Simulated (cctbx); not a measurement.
# Absolute structure of Si2Bi3Te3Pb

Space group P-62m (no. 189), a = 8.2800 Å, b = 8.2800 Å, c = 4.0630 Å, α = 90.00°, β = 90.00°, γ = 120.00°.

| atom | mult. | x | y | z | Ueq (Å²) |
| --- | --- | --- | --- | --- | --- |
| Bi1 | 3 | 0.5950 | 0.5950 | 1/2 | 0.0054 |
| Pb1 | 1 | 0 | 0 | 1/2 | 0.0087 |
| Te1 | 3 | 0.2558 | 0.2558 | 0 | 0.0067 |
| Si1 | 2 | 2/3 | 1/3 | 0 | 0.0112 |

The model was made for the exercise: a known structure type with other elements put in, its volume estimated, not relaxed; displacement parameters are assumed.

Data sets are simulated with cctbx and refined with Bijvoet mates kept apart; Flack x is then fitted as the share of an inverted twin with the atoms fixed, Hooft y from the Bijvoet differences. The group is acentric but holds improper operations, so there is an absolute structure (orientation) and no hand.

Untwinned crystal. What Flack and Hooft values should come out?

```
  λ (Å)  extinction (unmodelled)  d min (Å)  top counts  error (%)     model      R1  Flack x   s.u.  Hooft y   s.u.  pairs
0.71073                      0.3       0.77       40000          3  as given  0.0083    0.005  0.005   -0.009  0.004     94
0.71073                      0.3       0.77       40000          3  inverted  0.0834    1.011  0.015    1.062  0.005     94
1.54184                        0       0.83       40000          3  as given  0.0062   -0.039  0.016   -0.023  0.016     74
```

With Mo Kα, x is within 3 s.u. of 0, so the absolute structure is right. With Cu Kα, x is within 3 s.u. of 0, so the absolute structure is right. Inverting the model turns x into about 1 − x.

A further crystal gives:

| λ (Å) | extinction (unmodelled) | d min (Å) | top counts | error (%) | model | R1 | Flack x | s.u. | Hooft y | s.u. | pairs |
| --- | --- | --- | --- | --- | --- | --- | --- | --- | --- | --- | --- |
| 0.4959 | 0 | 0.7 | 20000 | 2 | as given | 0.0340 | 0.818 | 0.014 | 0.801 | 0.009 | 127 |

**Question.** What is it?

It was simulated as an inversion twin with a fraction 0.8 of the inverted domain. Flack x is over 3 s.u. from both 0 and 1 and reads that fraction.

[Logs are printed without paths, hosts, clocks, repeated set-up lines and the standing remarks that a program may print on its own settings, such as how far it seeks lower states.]
